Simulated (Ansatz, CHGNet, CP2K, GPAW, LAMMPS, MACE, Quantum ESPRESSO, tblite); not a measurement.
# Amorphous Ge (61 atoms) in other programs, against a plane-wave reference

How near do other programs and methods come to a plane-wave reference for amorphous Ge (61 atoms)? A plane-wave run serves as the reference.

Calculated with Ansatz 0.2.0; Kohn-Sham DFT, PBE, PAW, plane waves.

### Step 1. Starting point

The cell holds 61 atoms: 61 Ge. Cell: a = 11.207 Å, b = 11.207 Å, c = 11.207 Å, α = 90.0°, β = 90.0°, γ = 90.0°. 61 atoms (61 Ge) placed at random at 5.23 g/cm³, melted at 3500 K for 10 ps at fixed volume with the Tersoff potential (Tersoff, Phys. Rev. B 39, 5566 (1989)). Quenched from 3500 K to 300 K at 6 K/ps and fixed volume, annealed at 1300 K for 20 ps, held 5 ps.

### Step 2. Reference: Ansatz, plane waves

The PAW files are the set soft_2.

input.yaml reads:

```yaml
crystal:
  lattice:
    - [11.2075, 0.0, 0.0]
    - [0.0, 11.2075, 0.0]
    - [0.0, 0.0, 11.2075]
  atoms:
    - { symbol: Ge, position: [0.10753, 0.68397, 0.81275] }
    - { symbol: Ge, position: [0.00882, 0.98303, 0.35227] }
    - { symbol: Ge, position: [0.52455, 0.94572, 0.8079] }
    - { symbol: Ge, position: [0.25408, 0.14946, 0.88873] }
    [... 51 atom lines left out ...]
    - { symbol: Ge, position: [0.17206, 0.15043, 0.6926] }
    - { symbol: Ge, position: [0.94691, 0.16354, 0.4595] }
    - { symbol: Ge, position: [0.2161, 0.50128, 0.73807] }
    - { symbol: Ge, position: [0.84063, 0.8679, 0.25935] }
    - { symbol: Ge, position: [0.86834, 0.94578, 0.74138] }
    - { symbol: Ge, position: [0.8373, 0.26825, 0.79856] }
kpoints:
  mp_grid: { grid: [1, 1, 1] }
hamiltonian:
  xc: pbe
scf:
  occupations: { method: fermi_dirac, width: 0.05 }
output:
  forces: true
  eigenvalues: true
  populations: true
  stress: true
```

On the command line:

```
$ ansatz run input.yaml --threads 4 --pin off --max-ram 8192MiB --backend cpu --events-out ev --progress --plain --runs-dir out
```

Numbers of over 12 decimals in the logs are rounded to 6 here.

The log of the run:

```text
[...]
Pseudopotentials: kind: paw
Pseudopotential: Ge, paw, valence charge 14, recommended cutoff 420 eV (normal), Ge.paw.azcp
[...]
Crystal: 61 atoms, lattice volume = 1407.752 Å³
Basis set: ecut = 420 eV, 27609 PW (Γ), exchange–correlation on 150×150×150 points (8 copies of the dense FFT grid, shifted against one another)
Bands: 513, of which v1, the nominal top of the filled ones, is band 427 counted from 1 (426 counted from 0)
Symmetry: 1 space group operations
Space group: P1 (ITA 1), of the structure as read, at distance tolerance 1.1e-4 Å
k-points: 1
[...]
Initial density: superposition of atomic densities (neutral atoms: chi_scale 0, normalization atom), corrected by the library's trained network
Initial wavefunctions: pseudopotential atomic-orbital guess
[...]
SCF iter   1: F=—  HF=-261977.935568 eV  |F-HF|=—  |Δ(HF+E_count)|=         —  Δρ=3.64e-3  dr2=4.51e-1  ethr=1.77e-3  ⟨swp⟩=6.0  Hψ=1814  notcnv=0
preconditioner: auto → LDOS  [metal: Δε(μ)=0.062 eV  Ē_g=22.270 eV  σ=0.050 eV  W_gap=0.30  n_scr=388 (ndim 8)  ℏωp=28.9 eV  f_vac=0.090  D(μ)=19.94/eV (n_scr^D=92)  β→1.0]
[...]
SCF iter   9: F=—  HF=-261977.813129 eV  |F-HF|=—  |Δ(HF+E_count)|=   8.04e-8  Δρ=1.94e-6  dr2=1.43e-7  ethr=8.51e-11  ⟨swp⟩=3.0  Hψ=993  notcnv=0  defer=69
SCF iter  10: F=-261977.813129 eV  HF=-261977.813129 eV  |F-HF|=1.66e-8  |Δ(HF+E_count)|=   4.95e-9  Δρ=8.08e-7  dr2=2.19e-8  ethr=1.17e-11  ⟨swp⟩=8.0  Hψ=2085  notcnv=0
SCF 1 converged in 10 iterations: F = -261977.813129 eV  dr2 = 2.19e-8
[...]
SCF converged after 10 iterations
Free energy (F): -261977.813129 eV
Harris-Foulkes:  -261977.813129 eV  (|F-HF|=1.66e-8)
Internal energy: -261977.649795 eV  (E = F + TS)
E sigma→0 (E₀):  -261977.731462 eV
Entropy (-TS):   -0.163334 eV (-2.678 meV/atom)
Fermi energy:    7.993825 eV
--- Per-component energies (eV) ---
[...]
Σ components = -261977.813129   (vs F -261977.813129, Δ=0.00e0)
--- Forces (eV/Å), atoms counted from 1 ---
  atom   1  Ge    -0.28873583     0.04250233     0.50096353
  atom   2  Ge    -0.42321945    -0.05732543    -0.37505465
  atom   3  Ge     0.13142980    -0.68846398     0.42214750
  atom   4  Ge     0.35184572     1.12277354    -0.16567701
[...]
atom  61  Ge     0.17702702     0.55971829    -0.19571263
  max |Σ_I F_I| component: 1.98e-5 eV/Å
--- Stress (GPa, compression-positive) ---
        3.439343      -1.162068       0.969686
       -1.162068       3.938206      -1.303363
        0.969686      -1.303363       7.030578
  P = ⅓ Tr σ = 4.8027 GPa (48.027 kbar)
--- Band table (eV) ---
  k-point 0: bands = ["-16.7034", "-16.6961", "-16.6926", "-16.6785", [... 497 levels ...], "13.2272", "13.2670", "13.3246", "13.3393", "13.4625", "13.4923", "13.5047", "13.5776", "13.6211", "13.6605", "13.6808", "13.7493"]
--- Löwdin populations: 61 sites ---
  site symbol       q [e]
     0     Ge     13.9628
     1     Ge     13.9597
     2     Ge     13.9773
[...]
60     Ge     13.9328
  spilling = 0.001687 (of n_electrons = 854.000000)
```

The job ended after 31 s (4 threads of Arm Neoverse V2, shared host; peak memory 2.1 GiB; 2 min of CPU time).

Reading the cycles: dr2 is the Hartree energy of the density residual (eV), the measure of convergence; HF is the Harris–Foulkes estimate of the energy, which meets the free energy F at convergence.

Numbers from this run:

```yaml
free_energy: -261977.8131 eV
free_energy_per_atom: -4294.7182 eV/atom
scf_cycles: 10
pressure: 4.803 GPa
r_m_s_force_component: 0.4429 eV/Å
longest_force: 1.411 eV/Å
fermi_energy: 7.994 eV
levels_partly_filled_by_over_2_per_cent: 4
spilling_of_the_projection: 0.001687
```

Neighbours are counted within 2.98 Å (Ge-Ge).

Length of the force by element and coordination:

| element | coordination | atoms | mean length of the force (eV/Å) | spread | least | most |
| --- | --- | --- | --- | --- | --- | --- |
| Ge | all | 61 | 0.697 | 0.321 | 0.106 | 1.41 |
| Ge | 4 | 57 | 0.708 | 0.324 | 0.106 | 1.41 |
| Ge | 5 | 4 | 0.546 | 0.227 | 0.154 | 0.696 |

The mean of these charges, 0.024 e, is only the charge that the projection spills.

Löwdin charges by element and coordination (they lack the spilled electrons, 0.024 e an atom on average):

| element | coordination | atoms | mean charge (e) | spread | least | most |
| --- | --- | --- | --- | --- | --- | --- |
| Ge | all | 61 | 0.0236 | 0.0225 | -0.0512 | 0.0672 |
| Ge | 4 | 57 | 0.0249 | 0.0205 | -0.0274 | 0.0672 |
| Ge | 5 | 4 | 0.0056 | 0.0376 | -0.0512 | 0.0486 |

The levels nearest the highest filled one (over half full), pooled over k-points and spins:

| level less the highest filled one (eV) | occupation |
| --- | --- |
| -0.516 | 2 |
| -0.445 | 2 |
| -0.334 | 2.00 |
| -0.214 | 1.98 |
| -0.140 | 1.93 |
| 0 | 1.27 |
| 0.0525 | 0.761 |
| 0.213 | 0.048 |
| 0.451 | 0 |
| 0.767 | 0 |
| 0.853 | 0 |
| 0.896 | 0 |

### Step 3. Structure statistics

Density 5.23 g/cm³, 23.08 Å³ an atom.

Pair distribution function in bins of 0.1 Å:

| r (Å) | total |
| --- | --- |
| 2.25 | 0.00 |
| 2.35 | 1.83 |
| 2.45 | 6.64 |
| 2.55 | 2.61 |
| 2.65 | 1.04 |
| 2.75 | 0.08 |
| 2.85 | 0.00 |
| 2.95 | 0.00 |
| 3.05 | 0.00 |
| 3.15 | 0.12 |
| 3.25 | 0.17 |
| 3.35 | 0.16 |
| 3.45 | 0.10 |
| 3.55 | 0.57 |
| 3.65 | 1.27 |
| 3.75 | 1.54 |
| 3.85 | 2.03 |
| 3.95 | 2.01 |
| 4.05 | 2.17 |
| 4.15 | 1.64 |
| 4.25 | 1.27 |
| 4.35 | 1.43 |
| 4.45 | 1.01 |
| 4.55 | 0.82 |
| 4.65 | 1.12 |
| 4.75 | 0.56 |
| 4.85 | 0.92 |
| 4.95 | 0.74 |
| 5.05 | 0.73 |
| 5.15 | 1.00 |
| 5.25 | 0.72 |
| 5.35 | 0.74 |
| 5.45 | 0.85 |
| 5.55 | 0.72 |

Bonds by pair of elements; cutoffs follow the first minimum of g(r), held within bounds set by covalent radii, and pairs that aren't listed don't count as bonded:

| pair A-B | cutoff (Å) | bonds | mean length (Å) | spread (Å) | shortest (Å) | B about A | A about B |
| --- | --- | --- | --- | --- | --- | --- | --- |
| Ge-Ge | 2.98 | 124 | 2.48 | 0.084 | 2.30 | 4.07 | 4.07 |

How many atoms have how many bonded neighbours:

| element | mean | 4 | 5 |
| --- | --- | --- | --- |
| Ge | 4.07 | 57 | 4 |

Rings of the network by King's shortest-path rule, up to 12 atoms, one path for each pair of neighbours; H, halogens, alkali and alkaline-earth atoms are left out, and the last column divides by all other atoms, bonded or not:

| ring size (atoms) | rings | per network atom |
| --- | --- | --- |
| 3 | 1 | 0.016 |
| 4 | 4 | 0.066 |
| 5 | 25 | 0.41 |
| 6 | 62 | 1.02 |
| 7 | 20 | 0.328 |
| 8 | 2 | 0.033 |

### Step 4. The other programs

The programs:
- CHGNet: machine-learned potential, published weights.
- CP2K 2026.2: Gaussian basis with GTH pseudopotentials and a plane-wave density; labels give functional, basis (MOLOPT sets; SR short-range, UZH the newer set with its own potentials), grid cutoff/relative cutoff and solver (OT: orbital transformation; TRS4, TC2, SIGN: linear-scaling purification with its sparsity filter), or its built-in tight binding.
- GPAW 26.7.0: PAW with atomic orbitals (LCAO), plane waves or a real-space grid of spacing h.
- MACE: machine-learned potential, published weights.
- Quantum ESPRESSO 7.5: plane waves; labels (QE) give functional, pseudopotential set and cutoffs of waves/density.
- tblite 0.8.0: extended tight binding, driven from Python.

All use the same cell and atoms; the electronic-structure runs use the same k-mesh, and an electronic temperature of 580 K (0.05 eV) where levels are smeared.

Differences are against the plane-wave reference, forces as r.m.s. over components; share is that over the reference's r.m.s. force, slope the least-squares factor from reference forces to these. Total energies of different programs have different zeros and aren't compared.

| run | Δ force, r.m.s. (meV/Å) | share (%) | slope | Δ pressure (GPa) | cores | CPU time | memory (GiB) |
| --- | --- | --- | --- | --- | --- | --- | --- |
| reference | - | - | - | - | 4 | 2 min | 2.1 |
| CHGNet 0.3.0 potential | 274 | 61.8 | 0.554 | -0.163 | 1 | 3.6 s | 0.61 |
| CP2K BLYP, DZVP-MOLOPT-SR, 350/50 Ry, diagonalisation | 96.3 | 21.7 | 0.938 | 1.81 | 2 | 92 s | 1.6 |
| CP2K PBE+rVV10L, DZVP-UZH, 350/50 Ry, diagonalisation | 34.0 | 7.69 | 1.003 | 0.306 | 2 | 4.9 min | 3.1 |
| CP2K PBE, DZVP-MOLOPT (SR for Ge), 350/50 Ry, diagonalisation | 24.1 | 5.43 | 0.992 | 0.830 | 2 | 89 s | 1.6 |
| CP2K PBE, DZVP-UZH, 175/50 Ry, diagonalisation (coarse) | 27.6 | 6.23 | 0.999 | 0.593 | 2 | 99 s | 0.84 |
| CP2K PBE, DZVP-UZH, 244/50 Ry, diagonalisation (coarse) | 27.6 | 6.23 | 0.999 | 0.593 | 2 | 2 min | 1.2 |
| CP2K PBE, DZVP-UZH, 350/30 Ry, diagonalisation (coarse) | 27.6 | 6.24 | 0.999 | 0.595 | 2 | 96 s | 1.6 |
| CP2K PBE, DZVP-UZH, 350/50 Ry, diagonalisation | 27.6 | 6.23 | 0.999 | 0.593 | 2 | 2.3 min | 1.6 |
| CP2K PBE, TZVP-MOLOPT (SR for Ge), 350/50 Ry, diagonalisation | 19.9 | 4.49 | 0.998 | 0.485 | 4 | 2.1 min | 3.0 |
| CP2K revPBE, PBE potentials, DZVP-UZH, 350/50 Ry, diagonalisation | 28.8 | 6.49 | 0.996 | 0.847 | 2 | 2.4 min | 1.6 |
| GPAW LDA, LCAO dzp, h 0.2 Å | 28.5 | 6.42 | 1.002 | - | 1 | 2.3 min | 1.3 |
| GPAW PBE, LCAO dzp, h 0.2 Å | 54.0 | 12.2 | 1.085 | - | 1 | 2.5 min | 1.3 |
| GPAW PBE, LCAO szp(dzp), h 0.2 Å (coarse) | 149 | 33.6 | 1.222 | - | 1 | 2 min | 1.3 |
| GPAW PBE, grid h 0.2 Å | 19.6 | 4.43 | 1.033 | - | 4 | 23 min | 3.9 |
| MACE MP-0b2 small potential | 193 | 43.5 | 0.798 | -1.82 | 1 | 6.8 s | 0.67 |
| MACE MPA-0 medium potential | 174 | 39.3 | 0.904 | -0.533 | 1 | 7.2 s | 0.77 |
| QE PBE, sssp-1.3.0-efficiency, 35/280 Ry (coarse) | 2.90 | 0.654 | 0.999 | -1.48 | 4 | 9.1 min | 2.9 |
| QE PBE, sssp-1.3.0-efficiency, 45/360 Ry | 2.97 | 0.670 | 0.999 | -0.213 | 4 | 12 min | 4.1 |
| tblite GFN1-xTB | 126 | 28.5 | 0.806 | 1.78 | 1 | 5.2 s | 0.13 |

Rows marked coarse were listed beforehand as settings not expected to be converged; some can still land near the reference.

Times of the machine-learned potentials are mostly Python's start and the loading of weights.

CPU time is summed over cores on a shared host, where runs went side by side, so it is rough. Symmetry, cutoffs, thresholds, outputs and thread counts weren't matched or tuned between programs; memory under MPI is the largest rank's times the ranks.

Runs without a result: CP2K GFN1-xTB, diagonalisation (not converged, the SCF not settling).

Within one program, basis, potentials and functional, energies share a zero. Each run against its twin at the usual cutoff or grid and solver:

| run | twin | Δ energy (meV/atom) | Δ force, r.m.s. (meV/Å) | CPU time over the twin's |
| --- | --- | --- | --- | --- |
| CP2K PBE, DZVP-UZH, 175/50 Ry, diagonalisation | DZVP-UZH, 350/50 Ry, diagonalisation | 8.0e-4 | 0.189 | 0.72 |
| CP2K PBE, DZVP-UZH, 244/50 Ry, diagonalisation | DZVP-UZH, 350/50 Ry, diagonalisation | -1.0e-4 | 0.009 | 0.87 |
| CP2K PBE, DZVP-UZH, 350/30 Ry, diagonalisation | DZVP-UZH, 350/50 Ry, diagonalisation | -0.0324 | 0.298 | 0.69 |
| QE PBE, sssp-1.3.0-efficiency, 35/280 Ry | sssp-1.3.0-efficiency, 45/360 Ry | 13.1 | 0.246 | 0.73 |

### Step 5. Outcome

```
reference r.m.s. force component                       : 0.443 eV/Å
nearest in forces                                      : QE PBE, sssp-1.3.0-efficiency, 35/280 Ry (coarse), 0.65 %
farthest in forces                                     : CHGNet 0.3.0 potential, 62 %
cheapest electronic-structure run beside the reference : tblite GFN1-xTB, 5.2 s of CPU time
```

PBE on plane waves or a grid with other potentials, cutoffs or grids, coarse settings apart, differs from the reference by 0.67 % (QE PBE, sssp-1.3.0-efficiency, 45/360 Ry) to 4.4 % (GPAW PBE, grid h 0.2 Å) of the r.m.s. force; this holds the reference's own error, so differences of a few per cent don't tell which side is nearer the exact PBE result (QE's 45 Ry are 612 eV, against the reference's 420 eV). The PBE runs in local orbitals, coarse settings apart, differ by 4.5 % (CP2K PBE, TZVP-MOLOPT (SR for Ge), 350/50 Ry, diagonalisation) to 12 % (GPAW PBE, LCAO dzp, h 0.2 Å); basis, grid and potentials can all enter. Tight binding differs by 28 % (tblite GFN1-xTB); it is another model, with fitted parameters of its own, and the xTB methods hold dispersion. Machine-learned potentials differ by 39 % (MACE MPA-0 medium potential) to 62 % (CHGNet 0.3.0 potential); they were trained on other programs' data. The cause of differences this large wasn't tested. Among those trained on PBE data the slope goes as low as 0.55, with a correlation of 0.79, so directions differ as well as sizes. Rows with another functional or a dispersion term differ by 6.4 % (GPAW LDA, LCAO dzp, h 0.2 Å) to 22 % (CP2K BLYP, DZVP-MOLOPT-SR, 350/50 Ry, diagonalisation), which mixes the change of model with differences of basis and potentials, some of them made for another functional. Runs with settings chosen to be coarse differ by 0.65 % (QE PBE, sssp-1.3.0-efficiency, 35/280 Ry) to 34 % (GPAW PBE, LCAO szp(dzp), h 0.2 Å), their programs' other errors included. One electronic-structure run takes under half the reference's CPU time: tblite GFN1-xTB, at 28 % in 5.2 s against 2 min; its pressure misses by +1.8 GPa. GPAW PBE, LCAO szp(dzp), h 0.2 Å stiffens the forces by a factor of 1.22 while following their directions (correlation 0.979); the slopes of the 4 GPAW runs lie between 1.00 and 1.22. In the reference: counting bands leaves a spacing of only 0.052 eV (at Γ alone), which the smearing bridges: 4 levels are partly filled by over 2 %, so a gap, if any, is small at this level. In the reference: Löwdin charges run from -0.05 to +0.07 e, about a mean that is the spilled charge alone. Periodic xTB results under one method name differ between programs and library versions. The potentials hold different valence shells: 854 electrons in the reference, 244 in CP2K with DZVP-MOLOPT and 244 in GPAW; this bears on time and differences. GPAW's setups keep the filled d shell of Ge in the core. Machine-learned potentials mimic data converged in k, so the reference's own k-point error enters their differences. The quench rate of 6 K/ps is many orders above laboratory rates, so the cell is likely richer in defects and strain than a real sample. The network of bonds at the start is that of the classical potential that made the cell, and needn't be the one that DFT or experiment would give. The reference's stress is far from hydrostatic: its diagonal is 3.4, 3.9, 7.0 GPa, compression counted positive. The electronic-structure runs sample only Γ, in a cell whose shortest periodic width is 11 Å, which is coarse for a cell with partly filled levels.

[Also dropped from logs without a mark: logging warnings of Python, and SIESTA's first energy breakdown and zero terms.]

[Logs are printed without paths, hosts, clocks, repeated set-up lines and the standing remarks that a program may print on its own settings, such as how far it seeks lower states.]

[Hosts, paths, dates, database ids (printed as entryN), source tags and the programs' standing remarks are cut or masked in the printed files.]
